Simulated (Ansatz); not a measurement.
# SrRhS3: relaxing a made-up structure, part 2 of 2

Starting from a made-up structure for SrRhS3, the aim is the relaxed cell, its shortest contacts and, where a second run follows, its electronic structure.

Ansatz 0.2.0; DFT, PBEsol, plane-wave PAW, files of the set soft_1, scalar-relativistic, no spin, cell and ions relaxed at zero pressure; PAW set soft_1 (the session's first sound run).

So far: Set-up; Relaxation of the guess. The relaxed cell has a = 4.675 Å (conventional setting).

## Step 3: Bands of the relaxed cell

A second self-consistent run takes a narrower smearing and the mesh shown in its input; the bands follow along the standard path of the relaxed lattice.

This step: DFT, PBEsol, plane-wave PAW, files of the set soft_1, scalar-relativistic, no spin, bands and density of states at the relaxed cell; PAW set soft_1 (Ansatz 0.2.0).

Contents of input.yaml:

```yaml
crystal:
  lattice:
    - [4.6749260665, 0.0, 0.0]
    - [0.0, 4.6749260665, 0.0]
    - [0.0, 0.0, 4.6749260665]
  atoms:
    - { symbol: Rh, position: [0.5, 0.5, 0.5] }
    - { symbol: Sr, position: [0.0, 0.0, 0.0] }
    - { symbol: S, position: [0.0, 0.5, 0.5] }
    - { symbol: S, position: [0.5, 0.0, 0.5] }
    - { symbol: S, position: [0.5, 0.5, 0.0] }
kpoints:
  mp_grid: { grid: [8, 8, 8] }
  band_path:
    path:
      - [[0.0, 0.0, 0.0], [0.0, 0.5, 0.0], [0.5, 0.5, 0.0], [0.0, 0.0, 0.0], [0.5, 0.5, 0.5], [0.0, 0.5, 0.0]]
      - [[0.5, 0.5, 0.0], [0.5, 0.5, 0.5]]
    npoints: 13
scf:
  occupations: { method: fermi_dirac, width: 0.03 }
  n_extra_bands: 9
hamiltonian:
  xc: pbesol
  pseudopotentials: { kind: paw, azcp: { folder: soft_1 }, xc_functional: pbe }
output:
  forces: true
  stress: true
  write_bands: true
  dos: { projected: true }
  write_density: true
  write_potential: true
  elf: true
  volumetric_format: npy
```

On the command line:

```sh
$ ansatz run input.yaml --threads 4 --pin off --max-ram 8192MiB --backend cpu --events-out ev --progress --plain --runs-dir out
```

Numbers of over 12 decimals in the logs are rounded to 6 here.

Output:

```text
[...]
Crystal: 5 atoms, lattice volume = 102.170 Å³
Basis set: ecut = 420 eV, 2007 PW (Γ), exchange–correlation on 64×64×64 points (8 copies of the dense FFT grid, shifted against one another)
Bands: 32, of which v1, the nominal top of the filled ones, is band 23 counted from 1 (22 counted from 0)
Symmetry: 48 space group operations
[...]
k-points: 35 of 512
[...]
SCF iter   1: F=—  HF=-12493.775288 eV  |F-HF|=—  |Δ(HF+E_count)|=         —  Δρ=1.21e-1  dr2=2.83e1  ethr=3.10e-3  ⟨swp⟩=9.2  Hψ=6853  notcnv=0
[...]
SCF iter  10: F=-12489.312366 eV  HF=-12489.312366 eV  |F-HF|=1.69e-9  |Δ(HF+E_count)|=   9.08e-8  Δρ=2.50e-6  dr2=7.77e-9  ethr=2.22e-10  ⟨swp⟩=18.4  Hψ=10050  notcnv=0
SCF 1 converged in 10 iterations: F = -12489.312366 eV  dr2 = 7.77e-9
[...]
NSCF: frozen V_eff on 80 k-points
SCF converged after 10 iterations
Free energy (F): -12489.312366 eV
[...]
Internal energy: -12489.284767 eV  (E = F + TS)
E sigma→0 (E₀):  -12489.298566 eV
Entropy (-TS):   -0.027599 eV (-5.520 meV/atom)
Fermi energy:    8.961884 eV
[...]
--- Stress (GPa, compression-positive) ---
       -0.106448      -0.000000       0.000000
       -0.000000      -0.106448      -0.000000
        0.000000      -0.000000      -0.106448
  P = ⅓ Tr σ = -0.1064 GPa (-1.064 kbar)
--- Band table (eV; the first three rows and the last of 35) ---
  k-point 0: bands = [... 19 lower, 7.7617, 7.7634, 7.7634, 8.7019, 8.7019, 8.7019, 11.7098, 12.2095, ... 5 higher]
  k-point 1: bands = [... 19 lower, 7.8135, 7.9232, 7.9232, 8.7323, 8.7323, 9.1153, 12.0021, 12.4067, ... 5 higher]
  k-point 2: bands = [... 19 lower, 7.8239, 8.1344, 8.1344, 8.8800, 8.8800, 9.7323, 12.7597, 12.9593, ... 5 higher]
  k-point 34: bands = [... 19 lower, 8.8673, 9.3266, 9.3266, 9.3266, 12.2929, 13.6301, 13.6301, 13.6301, ... 5 higher]
```

It took 3.2 s on 4 threads of Intel Xeon Platinum 8375C at 2.90GHz (Ice Lake), shared host; peak memory 0.51 GiB; 12 s of CPU time.

This step gave:

```
free energy             : -12489.3124 eV
energy at zero smearing : -12489.2986 eV
smearing term TS        : 0.02760 eV
Fermi energy            : 8.962 eV
pressure                : -0.1064 GPa
```

bands.tsv at the labelled points (eV, zero at the Fermi level; the bands that come nearest the Fermi level along the path):

```
point  band 19  band 20  band 21  band 22  band 23  band 24  band 25  band 26
    Γ    -1.20    -1.20    -1.20    -1.20    -0.26    -0.26    -0.26     2.75
    X    -2.15    -1.13    -0.75    -0.75     0.25     0.25     1.30     4.57
    M    -2.02    -0.40    -0.07     0.04     0.04     0.23     5.02     5.09
    Γ    -1.20    -1.20    -1.20    -1.20    -0.26    -0.26    -0.26     2.75
    R    -0.09    -0.09     0.36     0.36     0.36     3.33     4.67     4.67
    X    -2.15    -1.13    -0.75    -0.75     0.25     0.25     1.30     4.57
    M    -2.02    -0.40    -0.07     0.04     0.04     0.23     5.02     5.09
    R    -0.09    -0.09     0.36     0.36     0.36     3.33     4.67     4.67
```

Counts of states for the cell as run, both spins, by energy window (eV from the Fermi level):

```
from  to  total
  -8  -7   0.00
  -7  -6   0.12
  -6  -5   2.87
  -5  -4   5.33
  -4  -3   2.76
  -3  -2   1.45
  -2  -1   3.84
  -1   0   6.57
   0   1   2.45
   1   2   0.80
   2   3   0.76
   3   4   1.02
   4   5   3.45
```

A further 22.0 states lie below the table's range.

Valence density in the ac plane at fractional y = 0.500, with atoms of Rh and S within 0.2 Å of it. It is the smooth field of the valence electrons, not physical close to the nuclei.

Ten steps, logarithmic in the rise over the least value, from '0' (0 e/Å³) to '9' (13 e/Å³), each cell a mean:
```
00013443442100
00012344432100
11012334321111
22111233321122
44322466532234
44434689853344
24434799963443
34434799863344
44323577642334
33212344421223
11111233321111
00012344431000
00013444442100
00013432442100
```
Columns run along a (4.7 Å), rows up along c (4.7 Å). Atoms in or near the plane, at fractional coordinates: Rh at (0.50, 0.50), S at (0.00, 0.50), S at (0.50, 0.00).

ELF in the ac plane at fractional y = 0.500, with atoms of Rh and S within 0.2 Å of it. It is the smooth field of the valence electrons, not physical close to the nuclei.

Ten even steps from '0' (0.02) to '9' (0.86), each cell a mean:
```
00279831599510
11147987886211
64114677752125
98521222221269
99732344422589
47852577742785
03852588742771
15852588742783
89842455532698
99621222221479
76212455532147
31126888875112
00169953798410
00379810499610
```
Columns run along a (4.7 Å), rows up along c (4.7 Å). Atoms in or near the plane, at fractional coordinates: Rh at (0.50, 0.50), S at (0.00, 0.50), S at (0.50, 0.00).

Electrostatic potential energy in the ac plane at fractional y = 0.500, with atoms of Rh and S within 0.2 Å of it. With pseudopotentials it is smooth inside the atoms' cores, unlike the true potential.

Ten even steps from '0' (-61 eV) to '9' (13 eV), each cell a mean:
```
99998534369999
99999754589999
99999987899999
99999988899999
67899743589986
34787400158853
53586200038744
43687200048853
46898522479975
88999876799998
99999988899999
99999865789999
99998633479999
99998445369999
```
Columns run along a (4.7 Å; values clipped at the 3rd and 97th percentile), rows up along c (4.7 Å). Atoms in or near the plane, at fractional coordinates: Rh at (0.50, 0.50), S at (0.00, 0.50), S at (0.50, 0.00).

## Step 4: Results

* space group, relaxed: Pm-3m
* conventional cell: a = 4.675, b = 4.675, c = 4.675 Å; α = 90.0°, β = 90.0°, γ = 90.0°
* volume per atom: 20.43 Å³ (guess 21.90)

What this shows: SrRhS3 relaxes to Pm-3m with a = 4.675, b = 4.675 and c = 4.675 Å. The guessed volume was 7 % too large. The space group Pm-3m was held in the relaxation, so the end point is a stationary structure within it and may be a saddle against distortions or other arrangements. Bands cross the Fermi level, so it is a metal or semimetal at this level. The electron count is odd, which forces that without spin polarisation or a larger cell. On the 8×8×8 mesh with the narrower smearing (relaxed on 6×6×6) the forces vanish, as symmetry may demand, and the largest stress component is 0.106 GPa, against the relaxation's thresholds of 0.015 eV/Å and 0.05 GPa. The cutoff wasn't tested. No dispersion term is used, so weakly bound directions may come out too long. The runs have no spin, and magnetism wasn't tested. Nothing here tests whether the compound is stable against decomposition.

[Logs are printed without paths, hosts, clocks, repeated set-up lines and the standing remarks that a program may print on its own settings, such as how far it seeks lower states.]

[Hosts, paths, dates, database ids (printed as entryN), source tags and the programs' standing remarks are cut or masked in the printed files.]
